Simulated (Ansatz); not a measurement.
# How CaO (Lime) absorbs and reflects light

What colour and refractive index does CaO (Lime) have at this level of theory?

Calculated with Ansatz 0.2.0; DFT, PBE, plane-wave PAW, default files, scalar-relativistic, independent-particle optical response without local fields.

## (1) The starting structure

It takes space group Fm-3m (No. 225, cubic). The conventional cell has a = 4.813 Å, b = 4.813 Å, c = 4.813 Å, α = 90.00°, β = 90.00°, γ = 90.00°. Nearest to Ca lie 6 O at 2.41 Å. O has 6 Ca at 2.41 Å nearest. Farther neighbours and most contacts between anions are not listed.

## (2) Ground state and bands

The self-consistent density comes first; it also tells whether there is a gap, which decides the occupations and the need for a Drude term.

This step: DFT, PBE, plane-wave PAW, default files, scalar-relativistic, ground state (Ansatz 0.2.0).

Contents of input.yaml:

```yaml
crystal:
  lattice:
    - [0.0, 2.4065, 2.4065]
    - [2.4065, 0.0, 2.4065]
    - [2.4065, 2.4065, 0.0]
  atoms:
    - { symbol: Ca, position: [0.0, 0.0, 0.0] }
    - { symbol: O, position: [0.5, 0.5, 0.5] }
kpoints:
  mp_grid: { grid: [8, 8, 8] }
  band_path:
    path:
      - [[0.0, 0.0, 0.0], [0.5, 0.0, 0.5], [0.5, 0.25, 0.75], [0.375, 0.375, 0.75], [0.0, 0.0, 0.0], [0.5, 0.5, 0.5], [0.625, 0.25, 0.625], [0.5, 0.25, 0.75], [0.5, 0.5, 0.5], [0.375, 0.375, 0.75]]
      - [[0.625, 0.25, 0.625], [0.5, 0.0, 0.5]]
    npoints: 6
scf:
  occupations: { method: fermi_dirac, width: 0.05 }
  n_extra_bands: 6
hamiltonian:
  xc: pbe
  pseudopotentials: { kind: paw }
output:
  forces: true
  stress: true
  populations: true
  write_bands: true
  write_density: true
  write_potential: true
  elf: true
  volumetric_format: npy
```

Command:

```
ansatz run input.yaml --threads 4 --pin off --max-ram 8192MiB --backend cpu --events-out ev --progress --plain --runs-dir out
```

Numbers of over 12 decimals in the logs are rounded to 6 here.

Output:

```text
scf.n_extra_bands = 6 over 8 filled bands (N_el = 16.0): the run solves 14 bands
Engine: ansatz 0.2.0, aarch64-unknown-linux-gnu
Pseudopotentials: kind: paw
Pseudopotential: Ca, paw, valence charge 10, recommended cutoff 420 eV (normal), Ca.paw.azcp
Pseudopotential: O, paw, valence charge 6, recommended cutoff 420 eV (normal), O.paw.azcp
Functional definition: PBE
  parameter kappa = 0.804
  parameter beta = 0.066725
  exchange = pbe_x(kappa = kappa, mu = beta*pi^2/3)
  correlation = pbe_c(beta = beta)
Crystal: 2 atoms, lattice volume = 27.873 Å³
Basis set: ecut = 420 eV, 537 PW (Γ), exchange–correlation on 48×48×48 points (8 copies of the dense FFT grid, shifted against one another)
Bands: 14, of which v1, the nominal top of the filled ones, is band 8 counted from 1 (7 counted from 0)
Symmetry: 48 space group operations
Space group: Fm-3m (ITA 225), of the structure as read, at distance tolerance 3.0e-5 Å
k-points: 29 of 512
Non-local potential: Ca, projectors of the file, l = 0: 3, l = 1: 2, l = 2: 2
Non-local potential: O, projectors of the file, l = 0: 2, l = 1: 2, l = 2: 1
PAW form: soft (Blöchl's): semilocal exchange-correlation on the pseudo side does not see the compensation charge
PAW one-centre angular grid: Ca, 110 points (default); XC on 64 Gauss nodes
PAW one-centre angular grid: O, 110 points (default); XC on 64 Gauss nodes
Initial density: superposition of atomic densities (neutral atoms: chi_scale 0, normalization atom), corrected by the library's trained network
Initial wavefunctions: pseudopotential atomic-orbital guess
Functional: x = pbe(κ = 0.804, μ = 0.219515), c = pbe(β = 0.066725)
SCF iter   1: F=—  HF=-2387.721593 eV  |F-HF|=—  |Δ(HF+E_count)|=         —  Δρ=9.69e-4  dr2=2.10e-4  ethr=1.77e-3  ⟨swp⟩=7.8  Hψ=2814  notcnv=0  defer=5
preconditioner: auto → none  [insulator: Δε(μ)=3.654 eV  Ē_g=19.046 eV  σ=0.050 eV  W_gap=1.00  n_scr=8 (ndim 8)  ℏωp=26.3 eV  f_vac=0.000  D(μ)=0.00/eV (n_scr^D=0)  ε∞_Penn≈2.9]
SCF iter   2: F=—  HF=-2387.721725 eV  |F-HF|=—  |Δ(HF+E_count)|=   1.32e-4  Δρ=8.24e-4  dr2=1.93e-4  ethr=1.32e-6  ⟨swp⟩=2.1  Hψ=845  notcnv=0  defer=10
SCF iter   3: F=—  HF=-2387.721706 eV  |F-HF|=—  |Δ(HF+E_count)|=   1.86e-5  Δρ=4.81e-4  dr2=6.60e-5  ethr=1.20e-6  ⟨swp⟩=1.0  Hψ=364  notcnv=0  defer=10
SCF iter   4: F=—  HF=-2387.721708 eV  |F-HF|=—  |Δ(HF+E_count)|=   1.89e-6  Δρ=3.01e-4  dr2=1.89e-5  ethr=4.13e-7  ⟨swp⟩=1.0  Hψ=365  notcnv=0  defer=10
SCF iter   5: F=—  HF=-2387.721715 eV  |F-HF|=—  |Δ(HF+E_count)|=   6.79e-6  Δρ=2.15e-4  dr2=3.06e-6  ethr=1.18e-7  ⟨swp⟩=2.0  Hψ=451  notcnv=0  defer=10
SCF iter   6: F=—  HF=-2387.721796 eV  |F-HF|=—  |Δ(HF+E_count)|=   8.09e-5  Δρ=7.32e-4  dr2=1.56e-4  ethr=1.91e-8  ⟨swp⟩=2.6  Hψ=645  notcnv=0  defer=10  recentre
SCF iter   7: F=—  HF=-2387.721772 eV  |F-HF|=—  |Δ(HF+E_count)|=   2.39e-5  Δρ=3.94e-4  dr2=4.67e-5  ethr=1.91e-8  ⟨swp⟩=3.0  Hψ=592  notcnv=0  defer=10
SCF iter   8: F=—  HF=-2387.721765 eV  |F-HF|=—  |Δ(HF+E_count)|=   7.21e-6  Δρ=2.29e-4  dr2=1.59e-5  ethr=1.91e-8  ⟨swp⟩=2.0  Hψ=474  notcnv=0  defer=10
SCF iter   9: F=—  HF=-2387.721762 eV  |F-HF|=—  |Δ(HF+E_count)|=   2.56e-6  Δρ=1.29e-4  dr2=5.08e-6  ethr=1.91e-8  ⟨swp⟩=2.0  Hψ=449  notcnv=0  defer=10
SCF iter  10: F=-2387.721761 eV  HF=-2387.721761 eV  |F-HF|=2.80e-10  |Δ(HF+E_count)|=   1.20e-6  Δρ=1.17e-6  dr2=3.41e-10  ethr=6.25e-10  ⟨swp⟩=8.9  Hψ=2512  notcnv=0
SCF 1 converged in 10 iterations: F = -2387.721761 eV  dr2 = 3.41e-10
  greatest PAW one-centre occupation: 0.995 electrons in one spin orbital (limit 2), on the Ca atom at site 0 (counted from 0), in its partial waves of l = 0
NSCF: frozen V_eff on 62 k-points
SCF converged after 10 iterations
Free energy (F): -2387.721761 eV
Harris-Foulkes:  -2387.721761 eV  (|F-HF|=2.80e-10)
Internal energy: -2387.721761 eV  (E = F + TS)
E sigma→0 (E₀):  -2387.721761 eV
Fermi energy:    9.486721 eV
--- Per-component energies (eV) ---
  E_band       = -101.741010
  E_kinetic    = 456.074717
  E_local      = -893.739894  (includes V_loc(G=0)·N_el)
  E_nonlocal   = 111.485564
  E_hartree    = 296.406910
  E_xc         = -213.277656
  E_vxc        = -268.332579  (∫ρ·V_xc dr)
  E_paw        = -1016.293934  (= ΣΔE_a)
  E_vpaw       = -100.044677  (= ΣTr[D̂ρ^β])
  E_aug_tail   = 0.002430  (compensation charges beyond the density's cutoff)
  E_ewald      = -1128.379897
  E_smearing   = -0.000000  (= −TS)
  E_closure    = 0.000000  (closes the sum)
  Σ components = -2387.721761   (vs F -2387.721761, Δ=0.00e0)
--- Forces (eV/Å), atoms counted from 1 ---
  atom   1  Ca    -0.00000000    -0.00000000     0.00000000
  atom   2  O      0.00000000    -0.00000000     0.00000000
  max |Σ_I F_I| component: 1.44e-29 eV/Å
--- Stress (GPa, compression-positive) ---
        1.199387       0.000000      -0.000000
        0.000000       1.199387      -0.000000
        0.000000       0.000000       1.199387
  P = ⅓ Tr σ = 1.1994 GPa (11.994 kbar)
--- Band table (eV; the first three rows and the last of 29) ---
  k-point 0: bands = [... 4 lower, -7.8595, 7.6489, 7.6489, 7.6489, 12.3462, 13.8763, 13.8763, 13.8763, ... 2 higher]
  k-point 1: bands = [... 4 lower, -7.6446, 7.1188, 7.4422, 7.4422, 13.0277, 13.8350, 14.1376, 14.1376, ... 2 higher]
  k-point 2: bands = [... 4 lower, -7.2061, 6.1278, 6.9986, 6.9986, 13.8988, 14.4838, 14.8233, 14.8233, ... 2 higher]
  k-point 28: bands = [... 4 lower, -7.2473, 6.3783, 6.5944, 6.5944, 13.9581, 13.9581, 16.0110, 17.1625, ... 2 higher]
--- Löwdin populations: 2 sites ---
  site symbol       q [e]
     0     Ca      8.3542
     1      O      7.3316
  spilling = 0.019636 (of n_electrons = 16.000000)
```

Wall time 0.93 s (4 threads of Arm Neoverse V2, shared host); peak memory 0.27 GiB.

Numbers from this step:

```
free energy                  : -2387.7218 eV
Fermi energy                 : 9.487 eV
gap by band count            : 3.656 eV
electrons                    : 16
symmetry operations          : 48
pressure                     : 1.199 GPa
gap on the k-mesh            : 3.656 eV
volume                       : 27.87 Å³
gap on the path              : 3.656 eV
least direct gap on the path : 4.030 eV
```

There is a gap, 3.66 eV on the path, so no carriers' term is needed. The cell is left with a pressure of 1.2 GPa, as it stands unrelaxed at this level.

Electronic bands along the path, in eV, zero at the Fermi level; v1 is the highest filled band, c1 the lowest empty one:

| point | v3 | v2 | v1 | c1 | c2 | c3 | c4 |
| --- | --- | --- | --- | --- | --- | --- | --- |
| Γ | -1.84 | -1.84 | -1.84 | 2.86 | 4.39 | 4.39 | 4.39 |
| halfway | -3.50 | -2.13 | -2.13 | 2.88 | 4.75 | 6.21 | 6.21 |
| X | -3.14 | -2.21 | -2.21 | 1.82 | 6.18 | 7.04 | 7.67 |
| halfway | -3.09 | -2.68 | -2.50 | 2.64 | 6.41 | 6.45 | 7.55 |
| W | -3.11 | -2.89 | -2.89 | 4.47 | 4.47 | 6.52 | 7.68 |
| halfway | -3.14 | -3.01 | -2.71 | 3.63 | 5.49 | 6.60 | 7.50 |
| K | -3.17 | -3.04 | -2.61 | 3.30 | 6.14 | 6.70 | 7.19 |
| halfway | -3.63 | -2.76 | -2.39 | 4.26 | 5.18 | 5.36 | 6.18 |
| Γ | -1.84 | -1.84 | -1.84 | 2.86 | 4.39 | 4.39 | 4.39 |
| halfway | -3.36 | -2.49 | -2.49 | 4.41 | 5.00 | 5.34 | 5.34 |
| L | -4.45 | -3.02 | -3.02 | 5.20 | 6.50 | 6.50 | 6.64 |
| halfway | -4.00 | -2.98 | -2.89 | 4.71 | 5.49 | 6.69 | 7.18 |
| U | -3.17 | -3.04 | -2.61 | 3.30 | 6.14 | 6.70 | 7.19 |
| halfway | -3.14 | -3.01 | -2.71 | 3.63 | 5.49 | 6.60 | 7.50 |
| W | -3.11 | -2.89 | -2.89 | 4.47 | 4.47 | 6.52 | 7.68 |
| halfway | -3.87 | -2.96 | -2.88 | 4.90 | 4.98 | 6.90 | 7.07 |
| L | -4.45 | -3.02 | -3.02 | 5.20 | 6.50 | 6.50 | 6.64 |
| halfway | -4.00 | -2.98 | -2.89 | 4.71 | 5.49 | 6.69 | 7.18 |
| K | -3.17 | -3.04 | -2.61 | 3.30 | 6.14 | 6.70 | 7.19 |
| jump to U | -3.17 | -3.04 | -2.61 | 3.30 | 6.14 | 6.70 | 7.19 |
| halfway | -3.12 | -2.53 | -2.34 | 2.25 | 6.37 | 7.08 | 7.29 |
| X | -3.14 | -2.21 | -2.21 | 1.82 | 6.18 | 7.04 | 7.67 |

The electronic bands as a text plot (rows in eV, shown from -4.5 to 5.9 only):

```
    5.7 |+    ++    +  +          +    +   ++++ +         +++
    5.2 |  ++        +    ++++++      + ++++     +    +++++
    4.8 | +  +        +    ++  +++  ++++    +       ++     +
    4.4 |+                +  ++++++++++      +    ++        +
    3.9 | +++        ++             ++        +  +
    3.5 |  ++          +++      ++             ++            +
    3.1 | +  +      +              +                          +
    2.7 |+                        +
    2.2 |     ++   +                                           +
    1.8 |       +++                                             +
    1.4 |
    0.9 |
    0.5 |
    0.1 |
   -0.4 |
   -0.8 |
   -1.2 |
   -1.7 |*                        *
   -2.1 | *********            *** ***                          *
   -2.5 |          **  *** *****    ***       ***            ***
   -2.9 |  **    ***************       **************************
   -3.4 |    ****       **            *       **   **        *
   -3.8 |                 *****        *    **       *     **
   -4.2 |                               ****          *****
         Γ       X    W  K        Γ      L     U  W     L   K|U X
```

Electrostatic potential energy in the ac plane of the conventional cell at fractional y = 0.000, with atoms of Ca and O within 0.2 Å of it. With pseudopotentials it is smooth inside the atoms' cores, unlike the true potential.

Ten even steps from '0' (-53 eV) to '9' (11 eV), each cell a mean:
```
02699732599840
45899977899874
88999999999998
99999988899999
79998754689998
25998400269973
14897300169962
47998521479985
99999866789999
99999999999999
67899999999987
24799854799852
01699621499730
```

ELF in the ac plane of the conventional cell at fractional y = 0.000, with atoms of Ca and O within 0.2 Å of it. It is the smooth field of the valence electrons, not physical close to the nuclei.

Values, 13 rows by 14 columns, each cell a mean:
```
0.82 0.84 0.60 0.16 0.50 0.79 0.68 0.62 0.79 0.70 0.24 0.35 0.79 0.83
0.80 0.69 0.33 0.09 0.40 0.71 0.78 0.79 0.76 0.58 0.18 0.16 0.56 0.76
0.29 0.19 0.07 0.05 0.18 0.33 0.40 0.41 0.37 0.25 0.08 0.05 0.14 0.26
0.37 0.33 0.23 0.09 0.05 0.11 0.22 0.26 0.18 0.07 0.05 0.15 0.29 0.36
0.78 0.75 0.57 0.18 0.14 0.53 0.75 0.78 0.66 0.32 0.09 0.38 0.70 0.78
0.62 0.78 0.69 0.24 0.33 0.79 0.84 0.82 0.84 0.59 0.16 0.49 0.80 0.71
0.45 0.75 0.72 0.25 0.40 0.82 0.81 0.78 0.84 0.65 0.19 0.51 0.80 0.59
0.76 0.80 0.66 0.21 0.27 0.71 0.84 0.84 0.81 0.49 0.13 0.46 0.77 0.78
0.67 0.62 0.44 0.13 0.08 0.32 0.54 0.59 0.44 0.16 0.07 0.30 0.56 0.66
0.19 0.16 0.10 0.05 0.06 0.12 0.17 0.18 0.14 0.09 0.05 0.08 0.14 0.18
0.56 0.41 0.15 0.06 0.27 0.54 0.63 0.65 0.60 0.43 0.14 0.07 0.28 0.51
0.84 0.80 0.48 0.13 0.45 0.77 0.79 0.76 0.80 0.65 0.21 0.24 0.71 0.84
0.78 0.84 0.65 0.19 0.51 0.80 0.61 0.45 0.75 0.71 0.25 0.39 0.82 0.82
```

(Continued in part 2 of 2.)

[Logs are printed without paths, hosts, clocks, repeated set-up lines and the standing remarks that a program may print on its own settings, such as how far it seeks lower states.]

[Hosts, paths, dates, database ids (printed as entryN), source tags and the programs' standing remarks are cut or masked in the printed files.]
